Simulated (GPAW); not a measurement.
# Work function of Sc2COS MXene monolayer at several levels

How far do functional and basis move the work function of Sc2COS MXene monolayer?

Program: GPAW 26.7.0. Level of theory: GPAW, PAW setups; layer in a repeated cell with vacuum, relaxation of atoms and in-plane cell, in the first sound run; inputs show where later runs differ. Results are calculated unless marked as measured.

### 1. The starting structure

The cell holds 5 atoms: 1 S, 2 Sc, 1 C and 1 O. Cell: a = 3.226 Å, b = 3.226 Å, c = 21.483 Å, α = 90.0°, β = 90.0°, γ = 120.0°. Vacuum lies along c.

### 2. Relaxation

The atoms are relaxed first, since the surface dipole, and with it the work function, follows the positions of the outer layers.

The input, run.py:

```python
import json
import numpy as np
from ase import Atoms
from ase.filters import FrechetCellFilter
from ase.optimize import BFGS
from gpaw import GPAW, PW

slab = Atoms(
    ['S', 'Sc', 'C', 'Sc', 'O'],
    positions=[
        [-0.00000, 1.86258, 8.00000],
        [1.61304, 0.93129, 9.78527],
        [0.00000, 0.00000, 11.05820],
        [-0.00000, 1.86258, 12.33112],
        [1.61304, 0.93129, 13.48304]],
    cell=[[3.22608, 0.0, 0.0], [-1.61304, 2.79387, 0.0], [0.0, 0.0, 21.483]],
    pbc=[True, True, True])

slab.calc = GPAW(mode=PW(600), xc='PBE', kpts={'size': (12, 12, 1), 'gamma': True},
                 occupations={'name': 'fermi-dirac', 'width': 0.05}, nbands='160%',
                 convergence={'density': 1e-05}, maxiter=200,
                 symmetry={'tolerance': 1e-3}, txt='slab.txt')
result = {}
# The in-plane cell is free; stress needs a cell that repeats along all three vectors
path = []
opt = BFGS(FrechetCellFilter(slab, mask=[1, 1, 0, 0, 0, 1]), maxstep=0.2)
opt.attach(lambda: path.append((slab.get_potential_energy(), slab.positions.tolist(), slab.get_forces().tolist())))
result['relaxed'] = bool(opt.run(fmax=0.02, steps=45))
result['path'] = path
result['cell'] = slab.cell.tolist()
print('in-plane lattice', slab.cell.cellpar().round(4)[[0, 1, 5]])
energy = slab.get_potential_energy()
fermi = slab.calc.get_fermi_level()
v = slab.calc.get_electrostatic_potential().mean((0, 1)) - fermi
n = slab.calc.get_pseudo_density().mean((0, 1))
L = slab.cell[2, 2]
z = np.arange(len(v)) * L / len(v)
low, high = slab.positions[:, 2].min(), slab.positions[:, 2].max()
below, above = np.interp([low - 5.8, high + 5.8], z, v)
slopes = [np.interp(x, z, np.gradient(v, z)) for x in (low - 5.8, high + 5.8)]
eps = np.array([[slab.calc.get_eigenvalues(k, s) for k in range(len(slab.calc.get_ibz_k_points()))]
                for s in range(slab.calc.get_number_of_spins())]) - fermi
top, bottom = eps[eps < 0].max(), eps[eps > 0].min()
dipole = slab.get_dipole_moment()[2]
print(f'energy {energy:.4f} eV, Fermi level {fermi:.4f} eV, dipole {dipole:.5f} e A')
print(f'potential 5.8 A off the faces, from the Fermi level: lower {below:.4f} eV, upper {above:.4f} eV')
print(f'slope of the potential there: lower {slopes[0]:.5f}, upper {slopes[1]:.5f} eV/A')
print(f'nearest levels on the mesh: {top:.4f} and {bottom:.4f} eV')
print('magnetic moment', round(slab.get_magnetic_moment(), 3))
result.update(energy=energy, fermi=fermi, dipole=dipole, below=below, above=above, slopes=slopes, edges=[top, bottom],
              z=z.tolist(), v=v.tolist(), n=n.tolist(), positions=slab.positions.tolist(),
              forces=slab.get_forces(apply_constraint=False).tolist(), moments=slab.get_magnetic_moments().tolist())
json.dump(result, open('result.json', 'w'))
```

Started as:

```console
$ OMP_NUM_THREADS=1 OPENBLAS_NUM_THREADS=1 python run.py
```

The log of the run:

```text
Step          Energy          fmax
BFGS:    0      -32.902486        5.097425
BFGS:    1      -33.374664        3.922643
BFGS:    2      -33.999046        0.484073
BFGS:    3      -34.012964        0.461918
BFGS:    4      -34.059626        0.303252
BFGS:    5      -34.076955        0.200493
BFGS:    6      -34.080515        0.085370
BFGS:    7      -34.081221        0.087995
BFGS:    8      -34.082217        0.100999
BFGS:    9      -34.083800        0.082607
BFGS:   10      -34.085550        0.084385
BFGS:   11      -34.086837        0.085593
BFGS:   12      -34.087913        0.062879
BFGS:   13      -34.088727        0.049470
BFGS:   14      -34.089174        0.031710
BFGS:   15      -34.089229        0.012053
in-plane lattice [  3.3087   3.3087 120.    ]
energy -34.0775 eV, Fermi level -2.1343 eV, dipole 0.03407 e A
potential 5.8 A off the faces, from the Fermi level: lower 6.4701 eV, upper 6.3305 eV
slope of the potential there: lower 0.03026, upper 0.03045 eV/A
nearest levels on the mesh: -0.0594 and 0.0415 eV
magnetic moment 0.0
```

Run time: 15 min. Hardware: 1 thread of Intel Xeon Platinum 8488C (Sapphire Rapids), shared host; peak memory 0.56 GiB.

This step gave:

* dipole along the normal: 0.03407 e·Å
* levels nearest the Fermi level on the mesh: -0.05941, 0.04145 eV from the Fermi level

The electrostatic potential energy of an electron (without an applied field's), less the Fermi level, planar mean oscillates, so the rows of the table below give means over windows of 1 Å about each position, cut where the curve ends. Its maxima inside the range that stand out by 2 % of the span (Å: eV): 8.9: -2.52, 10.5: -3.90, 11.6: -0.0587. Its minima: 8.1: -15.9, 9.7: -13.1, 10.9: -7.97, 12.7: -13.7.

The electrostatic potential energy of an electron (without an applied field's), less the Fermi level, planar mean by z; means over each step:

```tsv
z (Å)	electrostatic potential energy of an electron (without an applied field's), less the Fermi level, planar mean (eV)
0	6.41
1	6.43
2	6.46
3	6.49
4	6.52
5	6.55
6	6.49
7	4.19
8	-10.3
9	-5.31
10	-9.02
11	-4.86
12	-4.52
13	-12.3
14	1.99
15	6.06
16	6.23
17	6.27
18	6.30
19	6.33
20	6.36
21	6.39
```

The pseudo valence density, planar mean oscillates, so the rows of the table below give means over windows of 1 Å about each position, cut where the curve ends. Its maxima inside the range that stand out by 2 % of the span (Å: e/Å³): 8.4: 0.432, 9.6: 1.18, 12.7: 1.31. Its minima: 8.9: 0.338, 11.7: 0.237.

Pseudo valence density, planar mean against z; means over each step:

```tsv
z (Å)	pseudo valence density, planar mean (e/Å³)
4	8.7e-6
5	2.2e-4
6	0.00582
7	0.121
8	0.381
9	0.494
10	0.800
11	0.385
12	0.470
13	1.07
14	0.269
15	0.00927
16	3.4e-4
17	1.4e-5
```

The relaxation lowered the energy of the cell by 1.19 eV (energies extrapolated to zero smearing; the optimiser's log prints free energies). The largest force left on a free atom is 0.012 eV/Å.

### 3. Plane waves, PBE

With the geometry fixed, the planar mean of the potential gives the vacuum level on each side.

This step: GPAW, PAW setups; slab in vacuum (GPAW 26.7.0).

The cell differs from the one that the last finished run ended in (c 21.483 → 21.285 Å).

run.py, as its differences from that of step 2:

```diff
@@ -3,4 +3,2 @@
 from ase import Atoms
-from ase.filters import FrechetCellFilter
-from ase.optimize import BFGS
 from gpaw import GPAW, PW
@@ -10,23 +8,16 @@
     positions=[
-        [-0.00000, 1.86258, 8.00000],
-        [1.61304, 0.93129, 9.78527],
-        [0.00000, 0.00000, 11.05820],
-        [-0.00000, 1.86258, 12.33112],
-        [1.61304, 0.93129, 13.48304]],
-    cell=[[3.22608, 0.0, 0.0], [-1.61304, 2.79387, 0.0], [0.0, 0.0, 21.483]],
-    pbc=[True, True, True])
+        [0.00000, 1.91028, 8.00000],
+        [1.65435, 0.95514, 9.63901],
+        [-0.00000, 0.00000, 10.90003],
+        [0.00000, 1.91028, 12.58002],
+        [1.65435, 0.95514, 13.28530]],
+    cell=[[3.3087, 0.0, 0.0], [-1.65435, 2.86542, 0.0], [0.0, 0.0, 21.2853]],
+    pbc=[True, True, False])
 
-slab.calc = GPAW(mode=PW(600), xc='PBE', kpts={'size': (12, 12, 1), 'gamma': True},
+slab.calc = GPAW(mode=PW(500), xc='PBE', kpts={'size': (12, 12, 1), 'gamma': True},
                  occupations={'name': 'fermi-dirac', 'width': 0.05}, nbands='160%',
                  convergence={'density': 1e-05}, maxiter=200,
+                 poissonsolver={'dipolelayer': 'xy'},
                  symmetry={'tolerance': 1e-3}, txt='slab.txt')
 result = {}
-# The in-plane cell is free; stress needs a cell that repeats along all three vectors
-path = []
-opt = BFGS(FrechetCellFilter(slab, mask=[1, 1, 0, 0, 0, 1]), maxstep=0.2)
-opt.attach(lambda: path.append((slab.get_potential_energy(), slab.positions.tolist(), slab.get_forces().tolist())))
-result['relaxed'] = bool(opt.run(fmax=0.02, steps=45))
-result['path'] = path
-result['cell'] = slab.cell.tolist()
-print('in-plane lattice', slab.cell.cellpar().round(4)[[0, 1, 5]])
 energy = slab.get_potential_energy()
```

The log of the run:

```text
energy -33.7272 eV, Fermi level -2.0877 eV, dipole 0.02330 e A
potential 5.8 A off the faces, from the Fermi level: lower 6.6217 eV, upper 6.1628 eV
slope of the potential there: lower -0.00120, upper -0.00079 eV/A
nearest levels on the mesh: -0.0598 and 0.0415 eV
magnetic moment 0.0
```

The job ended after 55 s (1 thread; peak memory 0.27 GiB).

Numbers from this step:

* dipole along the normal: 0.02330 e·Å
* levels nearest the Fermi level on the mesh: -0.05982, 0.04152 eV from the Fermi level
* upper work function: 6.163 eV
* lower work function: 6.622 eV

The electrostatic potential energy of an electron (without an applied field's), less the Fermi level, planar mean oscillates, so the rows of the table below give means over windows of 0.5 Å about each position, cut where the curve ends. Its maxima inside the range that stand out by 2 % of the span (Å: eV): 8.74: -2.54, 10.45: -3.93, 11.59: -0.106. Its minima: 7.98: -15.8, 9.60: -13.0, 10.83: -7.85, 12.64: -13.7.

The electrostatic potential energy of an electron (without an applied field's), less the Fermi level, planar mean by z; means over each step:

```tsv
z (Å)	electrostatic potential energy of an electron (without an applied field's), less the Fermi level, planar mean (eV)
0.0	6.48
0.5	6.61
1.0	6.62
1.5	6.62
2.0	6.62
2.5	6.62
3.0	6.62
3.5	6.62
4.0	6.62
4.5	6.62
5.0	6.62
5.5	6.60
6.0	6.53
6.5	6.19
7.0	4.43
7.5	-3.04
8.0	-13.8
8.5	-5.71
9.0	-4.44
9.5	-11.5
10.0	-8.71
10.5	-4.82
11.0	-6.07
11.5	-0.705
12.0	-4.53
12.5	-12.4
13.0	-12.5
13.5	-5.79
14.0	3.59
14.5	5.70
15.0	6.07
15.5	6.15
16.0	6.16
16.5	6.16
17.0	6.16
17.5	6.16
18.0	6.16
18.5	6.16
19.0	6.16
19.5	6.16
20.0	6.16
20.5	6.16
21.0	6.22
```

The pseudo valence density, planar mean oscillates, so the rows of the table below give means over windows of 1 Å about each position, cut where the curve ends. Its maxima inside the range that stand out by 2 % of the span (Å: e/Å³): 8.4: 0.433, 9.7: 1.19, 12.5: 1.28. Its minima: 8.7: 0.345, 11.8: 0.238.

The pseudo valence density, planar mean by z; means over each step:

```tsv
z (Å)	pseudo valence density, planar mean (e/Å³)
4	1.0e-5
5	2.6e-4
6	0.00706
7	0.138
8	0.385
9	0.525
10	0.769
11	0.377
12	0.520
13	1.05
14	0.229
15	0.00781
16	3.0e-4
17	1.3e-5
```

The potential is flat to 0.001 eV/Å where it is read, so the vacuum is wide enough.

### 4. Self-consistent run: xc = "revPBE"

The same geometry under revPBE, to see how far the functional moves the levels against the vacuum.

run.py, as its differences from that of step 3:

```diff
@@ -16,3 +16,3 @@
 
-slab.calc = GPAW(mode=PW(500), xc='PBE', kpts={'size': (12, 12, 1), 'gamma': True},
+slab.calc = GPAW(mode=PW(500), xc='revPBE', kpts={'size': (12, 12, 1), 'gamma': True},
                  occupations={'name': 'fermi-dirac', 'width': 0.05}, nbands='160%',
```

The log of the run:

```text
energy -32.2044 eV, Fermi level -1.9850 eV, dipole 0.02675 e A
potential 5.8 A off the faces, from the Fermi level: lower 6.5427 eV, upper 6.0180 eV
slope of the potential there: lower -0.00120, upper -0.00079 eV/A
nearest levels on the mesh: -0.0532 and 0.0412 eV
magnetic moment 0.0
```

Elapsed: 55 s, on 1 thread; peak memory 0.27 GiB.

This step gave:

| Property | Result |
| --- | --- |
| dipole along the normal | 0.02675 e·Å |
| levels nearest the Fermi level on the mesh | -0.05319, 0.04122 eV from the Fermi level |
| upper work function | 6.018 eV |
| lower work function | 6.543 eV |

The electrostatic potential energy of an electron (without an applied field's), less the Fermi level, planar mean oscillates, so the rows of the table below give means over windows of 0.5 Å about each position, cut where the curve ends. Its maxima inside the range that stand out by 2 % of the span (Å: eV): 8.74: -2.60, 10.45: -4.02, 11.59: -0.200. Its minima: 7.98: -15.9, 9.60: -13.1, 10.83: -7.94, 12.64: -13.8.

Electrostatic potential energy of an electron (without an applied field's), less the Fermi level, planar mean against z; means over each step:

```tsv
z (Å)	electrostatic potential energy of an electron (without an applied field's), less the Fermi level, planar mean (eV)
0.0	6.38
0.5	6.53
1.0	6.54
1.5	6.54
2.0	6.54
2.5	6.54
3.0	6.54
3.5	6.54
4.0	6.54
4.5	6.54
5.0	6.54
5.5	6.52
6.0	6.46
6.5	6.12
7.0	4.37
7.5	-3.09
8.0	-13.9
8.5	-5.77
9.0	-4.52
9.5	-11.6
10.0	-8.80
10.5	-4.91
11.0	-6.16
11.5	-0.797
12.0	-4.63
12.5	-12.5
13.0	-12.6
13.5	-5.91
14.0	3.46
14.5	5.55
15.0	5.93
15.5	6.00
16.0	6.02
16.5	6.02
17.0	6.02
17.5	6.02
18.0	6.02
18.5	6.02
19.0	6.02
19.5	6.02
20.0	6.02
20.5	6.02
21.0	6.08
```

The pseudo valence density, planar mean by z:

```tsv
z (Å)	pseudo valence density, planar mean (e/Å³)
4.5	3.5e-5
5.0	1.7e-4
5.5	8.5e-4
6.0	0.00447
6.5	0.0230
7.0	0.110
7.5	0.330
8.0	0.361
8.5	0.405
9.0	0.389
9.5	1.10
10.0	0.736
10.5	0.406
11.0	0.401
11.5	0.272
12.0	0.358
12.5	1.21
13.0	1.06
13.5	0.689
14.0	0.157
14.5	0.0260
15.0	0.00468
15.5	9.7e-4
16.0	2.0e-4
16.5	4.2e-5
```

Force by atom:

```tsv
atom	x (eV/Å)	y (eV/Å)	z (eV/Å)	size
S1	0.000	0.000	-0.138	0.138
Sc2	0.000	0.000	-0.038	0.038
C3	0.000	0.000	0.055	0.055
Sc4	0.000	0.000	-0.084	0.084
O5	0.000	0.000	0.228	0.228
```

The upper face's work function is 6.018 eV, against 6.163 eV in the first plane-wave PBE run at this geometry.

### 5. OptPBE vdW: xc = "optPBE-vdW"

The same geometry under optPBE-vdW, to see how far the functional moves the levels against the vacuum (the van der Waals functionals take revPBE setups).

run.py, as its differences from that of step 4:

```diff
@@ -16,3 +16,3 @@
 
-slab.calc = GPAW(mode=PW(500), xc='revPBE', kpts={'size': (12, 12, 1), 'gamma': True},
+slab.calc = GPAW(mode=PW(500), xc='optPBE-vdW', kpts={'size': (12, 12, 1), 'gamma': True},
                  occupations={'name': 'fermi-dirac', 'width': 0.05}, nbands='160%',
```

The log of the run:

```text
energy -58.1934 eV, Fermi level -2.2551 eV, dipole 0.02121 e A
potential 5.8 A off the faces, from the Fermi level: lower 6.8341 eV, upper 6.4147 eV
slope of the potential there: lower -0.00123, upper -0.00081 eV/A
nearest levels on the mesh: -0.0566 and 0.0433 eV
magnetic moment 0.0
```

The job ended after 75 s (1 thread; peak memory 0.46 GiB).

Numbers from this step:

```yaml
dipole_along_the_normal: 0.02121 e·Å
levels_nearest_the_fermi_level_on_the_mesh: -0.05659, 0.04327 eV from the Fermi level
upper_work_function: 6.415 eV
lower_work_function: 6.834 eV
```

The electrostatic potential energy of an electron (without an applied field's), less the Fermi level, planar mean oscillates, so the rows of the table below give means over windows of 0.5 Å about each position, cut where the curve ends. Its maxima inside the range that stand out by 2 % of the span (Å: eV): 8.74: -2.54, 10.45: -3.90, 11.59: -0.0971. Its minima: 7.98: -15.8, 9.60: -13.0, 10.83: -7.80, 12.64: -13.7.

The electrostatic potential energy of an electron (without an applied field's), less the Fermi level, planar mean by z; means over each step:

```tsv
z (Å)	electrostatic potential energy of an electron (without an applied field's), less the Fermi level, planar mean (eV)
0.0	6.70
0.5	6.82
1.0	6.84
1.5	6.83
2.0	6.83
2.5	6.83
3.0	6.83
3.5	6.83
4.0	6.83
4.5	6.83
5.0	6.83
5.5	6.81
6.0	6.73
6.5	6.36
7.0	4.56
7.5	-2.96
8.0	-13.8
8.5	-5.69
9.0	-4.45
9.5	-11.5
10.0	-8.69
10.5	-4.78
11.0	-6.03
11.5	-0.688
12.0	-4.52
12.5	-12.4
13.0	-12.4
13.5	-5.67
14.0	3.76
14.5	5.91
15.0	6.31
15.5	6.39
16.0	6.41
16.5	6.41
17.0	6.42
17.5	6.42
18.0	6.42
18.5	6.41
19.0	6.41
19.5	6.41
20.0	6.41
20.5	6.41
21.0	6.47
```

The upper face's work function is 6.415 eV, against 6.163 eV in the first plane-wave PBE run at this geometry.

### 6. Self-consistent run: xc = "LDA"

The same geometry under LDA, to see how far the functional moves the levels against the vacuum.

run.py, as its differences from that of step 5:

```diff
@@ -16,3 +16,3 @@
 
-slab.calc = GPAW(mode=PW(500), xc='optPBE-vdW', kpts={'size': (12, 12, 1), 'gamma': True},
+slab.calc = GPAW(mode=PW(500), xc='LDA', kpts={'size': (12, 12, 1), 'gamma': True},
                  occupations={'name': 'fermi-dirac', 'width': 0.05}, nbands='160%',
```

The log of the run:

```text
energy -37.1787 eV, Fermi level -2.3562 eV, dipole 0.01507 e A
potential 5.8 A off the faces, from the Fermi level: lower 6.8087 eV, upper 6.5068 eV
slope of the potential there: lower -0.00121, upper -0.00079 eV/A
nearest levels on the mesh: -0.0582 and 0.0434 eV
magnetic moment 0.0
```

The job ended after 55 s (1 thread; peak memory 0.27 GiB).

This step gave:

```yaml
dipole_along_the_normal: 0.01507 e·Å
levels_nearest_the_fermi_level_on_the_mesh: -0.05822, 0.04340 eV from the Fermi level
upper_work_function: 6.507 eV
lower_work_function: 6.809 eV
```

The electrostatic potential energy of an electron (without an applied field's), less the Fermi level, planar mean oscillates, so the rows of the table below give means over windows of 0.5 Å about each position, cut where the curve ends. Its maxima inside the range that stand out by 2 % of the span (Å: eV): 8.74: -2.29, 10.45: -3.65, 11.59: 0.201. Its minima: 7.98: -15.6, 9.60: -12.7, 10.83: -7.59, 12.64: -13.4.

Table of electrostatic potential energy of an electron (without an applied field's), less the Fermi level, planar mean by z; means over each step:

z (Å), electrostatic potential energy of an electron (without an applied field's), less the Fermi level, planar mean (eV) and a bar from the least value:
```
      0.0        6.7 ##############################
      0.5        6.8 ##############################
      1.0        6.8 ##############################
      1.5        6.8 ##############################
      2.0        6.8 ##############################
      2.5        6.8 ##############################
      3.0        6.8 ##############################
      3.5        6.8 ##############################
      4.0        6.8 ##############################
      4.5        6.8 ##############################
      5.0        6.8 ##############################
      5.5        6.8 ##############################
      6.0        6.7 ##############################
      6.5        6.4 #############################
      7.0        4.6 ###########################
      7.5       -2.9 ################
      8.0      -13.6 
      8.5       -5.5 ############
      9.0       -4.2 ##############
      9.5      -11.2 ####
     10.0       -8.4 ########
     10.5       -4.5 #############
     11.0       -5.8 ###########
     11.5       -0.4 ###################
     12.0       -4.2 ##############
     12.5      -12.1 ##
     13.0      -12.2 ##
     13.5       -5.5 ############
     14.0        3.9 ##########################
     14.5        6.0 #############################
     15.0        6.4 #############################
     15.5        6.5 ##############################
     16.0        6.5 ##############################
     16.5        6.5 ##############################
     17.0        6.5 ##############################
     17.5        6.5 ##############################
     18.0        6.5 ##############################
     18.5        6.5 ##############################
     19.0        6.5 ##############################
     19.5        6.5 ##############################
     20.0        6.5 ##############################
     20.5        6.5 ##############################
     21.0        6.5 ##############################
```

The upper face's work function is 6.507 eV, against 6.163 eV in the first plane-wave PBE run at this geometry.

(Continued in part 2 of 2.)

[Logs are printed without paths, hosts, clocks, repeated set-up lines and the standing remarks that a program may print on its own settings, such as how far it seeks lower states.]

[Hosts, paths, dates, database ids (printed as entryN), source tags and the programs' standing remarks are cut or masked in the printed files.]
